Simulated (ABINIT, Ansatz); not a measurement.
# GePbS3 (Pm-3m): zone-centre phonons, part 2 of 4

Wanted: the vibrations of GePbS3 (Pm-3m) at Γ, by two programs.

ABINIT 10.8.3; DFT LDA, scalar-relativistic, plane waves, HGH norm-conserving pseudopotentials.

So far. Step 4 (Relaxation): The volume changes by +1.4 % in this run and stands +2.0 % from the first cell. Step 5 (Ground state): The cell stands at -0.58 GPa: the relaxation ran with a smoothed and higher cutoff, and the difference is a stress of the finite basis. The relaxed cell has a = 4.675 Å (conventional setting).

The structure was built from a prototype and need not be the compound's stable phase.

**6. Zone-centre response**

At q = 0 one unit cell holds all displacements. The response is solved for single atoms along the cell's directions, and symmetry skips those that follow from others. The crystal is treated as a metal, which screens a static field, so no field response is asked.

dfpt_gamma.abi reads:

```

# common to the responses
getwfk_filepath "gso_WFK"
kptopt 2
nqpt 1
qpt 0.0 0.0 0.0
asr 0
chneut 0

# displacements
rfphon 1
rfatpol 1 5
rfdir 1 1 1
tolvrs 1.0d-10
prtwf 0

# basis, mesh and filling
ecut 24.0
ixc 7
ngkpt 6 6 6
nshiftk 1
shiftk 0.0 0.0 0.0
istwfk *1
occopt 3
tsmear 0.01
nband 20
nstep 100
diemac 1000000.0
prtebands 0
prtgsr 0

# cell and atoms
acell 3*1.0 Angstrom
rprim 
    4.675358644 0.0 0.0
    0.0 4.675358644 0.0
    0.0 0.0 4.675358644
ntypat 3
znucl 82 32 16
natom 5
typat 1 2 3 3 3
xred 
    0.0 0.0 0.0
    0.5 0.5 0.5
    0.5 0.5 0.0
    0.5 0.0 0.5
    0.0 0.5 0.5
pp_dirpath "./pseudo"
pseudos "Pb.hgh, Ge.hgh, S.hgh"
```

The run is started by

```
$ OMP_NUM_THREADS=1 mpirun -n 4 abinit dfpt_gamma.abi > dfpt_gamma.log
```

Numbers of over 12 decimals in the logs are rounded to 6 here.

dfpt_gamma.abo, the main output file:

```text
[banners, grids, parts of the stress and lines that vanish by symmetry left out]
- input  file    -> dfpt_gamma.abi
- output file    -> dfpt_gamma.abo
- root for input  files -> dfpt_gammai
- root for output files -> dfpt_gammao

 Symmetries : space group Pm -3 m (#221); Bravais cP (primitive cubic)
================================================================================
 Values of the parameters that define the memory need of the present run (RF).
     intxc =       0      iscf =       7    lmnmax =       6     lnmax =       6
     mgfft =      40  mpssoang =       3    mqgrid =    3001     natom =       5
  nloc_mem =       1    nspden =       1   nspinor =       1    nsppol =       1
      nsym =      48    n1xccc =       0    ntypat =       3    occopt =       3
   xclevel =       1
-    mband =          20        mffmem =           1         mkmem =          28
-   mkqmem =          28        mk1mem =          28           mpw =        3912
      nfft =       64000          nkpt =         112
- my_mband =          20
================================================================================
================================================================================

--------------------------------------------------------------------------------
------------- Echo of variables that govern the present computation ------------
--------------------------------------------------------------------------------
-
- outvars: echo of selected default values
-   iomode0 =  0 , fftalg0 =312 , wfoptalg0 =  0
-
- outvars: echo of global parameters not present in the input file
-  max_nthreads =    1
-
 -outvars: echo values of preprocessed input variables
 [... echo left out ...]
================================================================================

 chkinp: Checking input parameters for consistency.

[...]
== DATASET  1 ==================================================================
-   mpi_nproc: 4, omp_nthreads: 1 (-1 if OMP is not activated)

--- !DatasetInfo
iteration_state: {dtset: 1, }
dimensions: {natom: 5, nkpt: 112, mband: 20, nsppol: 1, nspinor: 1, nspden: 1, mpw: 3912, }
cutoff_energies: {ecut:  24.0, pawecutdg:  -1.0, }
electrons: {nelect:   2.60000000E+01, charge:   0.00000000E+00, occopt:   3.00000000E+00, tsmear:   1.00000000E-02, }
meta: {optdriver: 1, rfphon: 1, }
...

 mkfilename: getwfk from: gso_WFK

 Exchange-correlation functional for the present dataset will be:
  LDA: Perdew-Wang 92 LSD fit to Ceperley-Alder data - ixc=7
 Citation for XC functional:
  J.P.Perdew and Y.Wang, PRB 45, 13244 (1992)

 Real(R)+Recip(G) space primitive vectors, cartesian coordinates (Bohr,Bohr^-1):
 R(1)=  8.8351474  0.0000000  0.0000000  G(1)=  0.1131843  0.0000000  0.0000000
 R(2)=  0.0000000  8.8351474  0.0000000  G(2)=  0.0000000  0.1131843  0.0000000
 R(3)=  0.0000000  0.0000000  8.8351474  G(3)=  0.0000000  0.0000000  0.1131843
 Unit cell volume ucvol=  6.8967010E+02 bohr^3
 Angles (23,13,12)=  9.00000000E+01  9.00000000E+01  9.00000000E+01 degrees
 setup1 : take into account q-point for computing boxcut.

 getcut: wavevector=  0.0000  0.0000  0.0000  ngfft=  40  40  40
         ecut(hartree)=     24.000   => boxcut(ratio)=   2.05294

--- Pseudopotential description ------------------------------------------------
- pspini: atom type   1  psp file is ./pseudo/Pb.hgh

- pspini: atom type   2  psp file is ./pseudo/Ge.hgh

- pspini: atom type   3  psp file is ./pseudo/S.hgh

   4.34480792E+02                                ecore*ucvol(ha*bohr**3)
--------------------------------------------------------------------------------

 ==>  initialize data related to q vector <==

 The list of irreducible perturbations for this q vector is:
    1)    idir= 1    ipert=   1
    2)    idir= 1    ipert=   2
    3)    idir= 1    ipert=   3
    4)    idir= 3    ipert=   3

[...]
The perturbation idir=   2  ipert=   1 is
 symmetric of a previously calculated perturbation.
 So, its SCF calculation is not needed.

 The perturbation idir=   3  ipert=   1 is
 symmetric of a previously calculated perturbation.
 So, its SCF calculation is not needed.

 The perturbation idir=   2  ipert=   2 is
 symmetric of a previously calculated perturbation.
 So, its SCF calculation is not needed.

 The perturbation idir=   3  ipert=   2 is
 symmetric of a previously calculated perturbation.
 So, its SCF calculation is not needed.

[...]
The perturbation idir=   2  ipert=   5 is
 symmetric of a previously calculated perturbation.
 So, its SCF calculation is not needed.

 The perturbation idir=   3  ipert=   5 is
 symmetric of a previously calculated perturbation.
 So, its SCF calculation is not needed.

--------------------------------------------------------------------------------
 Perturbation wavevector (in red.coord.)   0.000000  0.000000  0.000000
 Perturbation : displacement of atom   1   along direction   1
 Found     8 symmetries that leave the perturbation invariant.

[...]
dfpt_looppert : total number of electrons, from k and k+q
  fully or partially occupied states are    2.600000E+01 and    2.600000E+01.
 Initialisation of the first-order wave-functions :
  ireadwf=   0

--- !BeginCycle
iteration_state: {dtset: 1, }
solver: {iscf: 7, nstep: 100, nline: 4, wfoptalg: 0, }
tolerances: {tolvrs: 1.00E-10, }
...

     iter   2DEtotal(Ha)        deltaE(Ha) residm    vres2
-ETOT  1   26.696057632384     -4.099E+01 5.374E+00 8.737E+04
 ETOT  2 -0.791012     -2.749E+01 2.587E-01 9.459E+02
 ETOT  3  -1.383532     -5.925E-01 2.079E-02 4.261E+02
 ETOT  4  -1.532622     -1.491E-01 8.401E-03 7.474E-01
 ETOT  5  -1.532846     -2.246E-04 2.452E-04 1.842E-02
[...]
At SCF step   10       vres2   =  2.90E-11 < tolvrs=  1.00E-10 =>converged.
[...]
Mean square residual over all n,k,spin=   18.601E-12; max=  96.077E-10

 Thirteen components of 2nd-order total energy (hartree) are
 1,2,3: 0th-order hamiltonian combined with 1st-order wavefunctions
     kin0=   7.04857724E+01 eigvalue=  -7.67653397E-02  local=  -3.27459613E+01
 4,5,6: 1st-order hamiltonian combined with 1st and 0th-order wfs
 loc psp =  -3.48286606E+01  Hartree=   1.50657222E+01     xc=  -7.94043328E+00
 note that "loc psp" includes a xc core correction that could be resolved
 7,8,9: eventually, occupation + non-local contributions
    edocc=   9.67678448E+00     enl0=   1.47501465E+01   enl1=  -1.03601870E+02
 1-9 gives the relaxation energy (to be shifted if some occ is /=2.0)
   erelax=  -6.92152651E+01
 10,11,12 Non-relaxation  contributions : frozen-wavefunctions and Ewald
 fr.local=  -2.23529465E+01 fr.nonlo=   4.83140872E+01  Ewald=   4.17212665E+01
 13,14 Frozen wf xc core corrections (1) and (2)
 frxc 1  =   0.00000000E+00  frxc 2 =   0.00000000E+00
 Resulting in :
 2DEtotal=   -0.1532858003E+01 Ha. Also 2DEtotal=   -0.417111911845E+02 eV
    (2DErelax=   -6.9215265141E+01 Ha. 2DEnonrelax=    6.7682407138E+01 Ha)
    (  non-var. 2DEtotal :   -1.5328582642E+00 Ha)

[...]
Perturbation wavevector (in red.coord.)   0.000000  0.000000  0.000000
 Perturbation : displacement of atom   2   along direction   1
 Found     8 symmetries that leave the perturbation invariant.

[...]
dfpt_looppert : total number of electrons, from k and k+q
  fully or partially occupied states are    2.600000E+01 and    2.600000E+01.
 Initialisation of the first-order wave-functions :
  ireadwf=   0

--- !BeginCycle
iteration_state: {dtset: 1, }
solver: {iscf: 7, nstep: 100, nline: 4, wfoptalg: 0, }
tolerances: {tolvrs: 1.00E-10, }
...

     iter   2DEtotal(Ha)        deltaE(Ha) residm    vres2
-ETOT  1   98.081128085624     -4.554E+01 9.268E-01 2.491E+05
[...]
At SCF step   11       vres2   =  7.58E-12 < tolvrs=  1.00E-10 =>converged.
[...]
Mean square residual over all n,k,spin=   58.806E-14; max=  40.272E-11

 Thirteen components of 2nd-order total energy (hartree) are
 1,2,3: 0th-order hamiltonian combined with 1st-order wavefunctions
     kin0=   1.36646074E+02 eigvalue=   2.62773263E-01  local=  -6.84031111E+01
 4,5,6: 1st-order hamiltonian combined with 1st and 0th-order wfs
 loc psp =  -5.79305033E+01  Hartree=   3.16728634E+01     xc=  -1.14315230E+01
 note that "loc psp" includes a xc core correction that could be resolved
 7,8,9: eventually, occupation + non-local contributions
    edocc=   1.06795037E+01     enl0=   4.24941178E+01   enl1=  -2.25910893E+02
 1-9 gives the relaxation energy (to be shifted if some occ is /=2.0)
   erelax=  -1.41920698E+02
 10,11,12 Non-relaxation  contributions : frozen-wavefunctions and Ewald
 fr.local=  -1.51556278E+01 fr.nonlo=   1.17059264E+02  Ewald=   4.17212665E+01
 13,14 Frozen wf xc core corrections (1) and (2)
 frxc 1  =   0.00000000E+00  frxc 2 =   0.00000000E+00
 Resulting in :
 2DEtotal=    0.1704204126E+01 Ha. Also 2DEtotal=    0.463737567169E+02 eV
    (2DErelax=   -1.4192069815E+02 Ha. 2DEnonrelax=    1.4362490227E+02 Ha)
    (  non-var. 2DEtotal :    1.7042040031E+00 Ha)

[...]
Perturbation wavevector (in red.coord.)   0.000000  0.000000  0.000000
 Perturbation : displacement of atom   3   along direction   1
 Found     4 symmetries that leave the perturbation invariant.

[...]
dfpt_looppert : total number of electrons, from k and k+q
  fully or partially occupied states are    2.600000E+01 and    2.600000E+01.
 Initialisation of the first-order wave-functions :
  ireadwf=   0

--- !BeginCycle
iteration_state: {dtset: 1, }
solver: {iscf: 7, nstep: 100, nline: 4, wfoptalg: 0, }
tolerances: {tolvrs: 1.00E-10, }
...

     iter   2DEtotal(Ha)        deltaE(Ha) residm    vres2
-ETOT  1   366.20980080825     -1.528E+02 5.338E+00 8.758E+05
[...]
At SCF step   11       vres2   =  9.25E-11 < tolvrs=  1.00E-10 =>converged.
[...]
Mean square residual over all n,k,spin=   17.546E-12; max=  10.892E-09

 Thirteen components of 2nd-order total energy (hartree) are
 1,2,3: 0th-order hamiltonian combined with 1st-order wavefunctions
     kin0=   5.85121641E+02 eigvalue=  -1.75672023E+01  local=  -5.66386205E+02
 4,5,6: 1st-order hamiltonian combined with 1st and 0th-order wfs
 loc psp =  -5.14007509E+01  Hartree=   1.56137360E+02     xc=  -4.92819080E+01
 note that "loc psp" includes a xc core correction that could be resolved
 7,8,9: eventually, occupation + non-local contributions
    edocc=   1.92119633E+01     enl0=   3.92686304E+02   enl1=  -9.88443155E+02
 1-9 gives the relaxation energy (to be shifted if some occ is /=2.0)
   erelax=  -5.19921953E+02
 10,11,12 Non-relaxation  contributions : frozen-wavefunctions and Ewald
 fr.local=   8.16464011E+00 fr.nonlo=   5.00738560E+02  Ewald=   1.01485513E+01
 13,14 Frozen wf xc core corrections (1) and (2)
 frxc 1  =   0.00000000E+00  frxc 2 =   0.00000000E+00
 Resulting in :
 2DEtotal=   -0.8702020706E+00 Ha. Also 2DEtotal=   -0.236794046548E+02 eV
    (2DErelax=   -5.1992195339E+02 Ha. 2DEnonrelax=    5.1905175132E+02 Ha)
    (  non-var. 2DEtotal :   -8.7020182870E-01 Ha)

[...]
Perturbation wavevector (in red.coord.)   0.000000  0.000000  0.000000
 Perturbation : displacement of atom   3   along direction   3
 Found     8 symmetries that leave the perturbation invariant.

--------------------------------------------------------------------------------

--------------------------------------------------------------------------------

 dfpt_looppert : total number of electrons, from k and k+q
  fully or partially occupied states are    2.600000E+01 and    2.600000E+01.
 Initialisation of the first-order wave-functions :
  ireadwf=   0

--- !BeginCycle
iteration_state: {dtset: 1, }
solver: {iscf: 7, nstep: 100, nline: 4, wfoptalg: 0, }
tolerances: {tolvrs: 1.00E-10, }
...

     iter   2DEtotal(Ha)        deltaE(Ha) residm    vres2
-ETOT  1   483.35973610609     -4.602E+01 2.748E+00 1.116E+06
[...]
ETOT 11   6.970173     -1.933E-12 2.031E-08 1.912E-10
 ETOT 12   6.970173      3.638E-12 2.281E-09 7.358E-12

 At SCF step   12       vres2   =  7.36E-12 < tolvrs=  1.00E-10 =>converged.
[...]
Mean square residual over all n,k,spin=   31.861E-13; max=  22.808E-10

 Thirteen components of 2nd-order total energy (hartree) are
 1,2,3: 0th-order hamiltonian combined with 1st-order wavefunctions
     kin0=   5.58064719E+02 eigvalue=  -7.62710046E+00  local=  -4.99826003E+02
 4,5,6: 1st-order hamiltonian combined with 1st and 0th-order wfs
 loc psp =  -1.04507391E+02  Hartree=   1.65092097E+02     xc=  -4.70056383E+01
 note that "loc psp" includes a xc core correction that could be resolved
 7,8,9: eventually, occupation + non-local contributions
    edocc=   3.54597195E+01     enl0=   3.18251772E+02   enl1=  -9.40311742E+02
 1-9 gives the relaxation energy (to be shifted if some occ is /=2.0)
   erelax=  -5.22409567E+02
 10,11,12 Non-relaxation  contributions : frozen-wavefunctions and Ewald
 fr.local=  -9.28157791E+01 fr.nonlo=   4.71814713E+02  Ewald=   1.50380806E+02
 13,14 Frozen wf xc core corrections (1) and (2)
 frxc 1  =   0.00000000E+00  frxc 2 =   0.00000000E+00
 Resulting in :
 2DEtotal=    0.6970172664E+01 Ha. Also 2DEtotal=    0.189668060552E+03 eV
    (2DErelax=   -5.2240956669E+02 Ha. 2DEnonrelax=    5.2937973935E+02 Ha)
    (  non-var. 2DEtotal :    6.9701728710E+00 Ha)

[...]
---- first-order wavefunction calculations are completed ----

 ==> Compute Derivative Database <==

 [... matrices left out ...]
  Phonon wavevector (reduced coordinates) :  0.00000  0.00000  0.00000
 Phonon energies in Hartree :
  -6.141259E-04 -6.141259E-04 -6.141259E-04 -4.552710E-04 -4.552710E-04
  -4.552710E-04 -1.330886E-04 -1.330886E-04 -1.330886E-04  1.568989E-05
   1.568989E-05  1.568989E-05  1.364190E-03  1.364190E-03  1.364190E-03
 Phonon frequencies in cm-1    :
- -1.347850E+02 -1.347850E+02 -1.347850E+02 -9.992043E+01 -9.992043E+01
- -9.992043E+01 -2.920957E+01 -2.920957E+01 -2.920957E+01  3.443534E+00
-  3.443534E+00  3.443534E+00  2.994052E+02  2.994052E+02  2.994052E+02

== END DATASET(S) ==============================================================
================================================================================

 -outvars: echo values of variables after computation
            acell      1.8897261259E+00  1.8897261259E+00  1.8897261259E+00 Bohr
           etotal      6.9701726637E+00
            fcart      0.0000000000E+00  0.0000000000E+00  0.0000000000E+00
           strten      0.0000000000E+00  0.0000000000E+00  0.0000000000E+00
================================================================================
```

Wall time 2.2 min (4 MPI ranks of Arm Neoverse V1, shared host).

This step gave:

```
largest acoustic frequency at the zone centre before the sum rule : 3.44 cm⁻¹
highest optical zone-centre mode (no LO-TO term)                  : 299.4 cm⁻¹
lowest optical zone-centre mode                                   : -134.8 cm⁻¹
```

The acoustic modes at Γ come out as far as 3.4 cm⁻¹ from zero, where they should vanish, a small numerical error. The lowest optical mode is imaginary, 135i cm⁻¹, an instability at this level and on this k mesh.

(Continued in part 3 of 4.)

[Host names and launcher messages were left out of these logs when they were recorded.]

[Logs are printed without paths, hosts, clocks, repeated set-up lines and the standing remarks that a program may print on its own settings, such as how far it seeks lower states.]

[Hosts, paths, dates, database ids (printed as entryN), source tags and the programs' standing remarks are cut or masked in the printed files.]
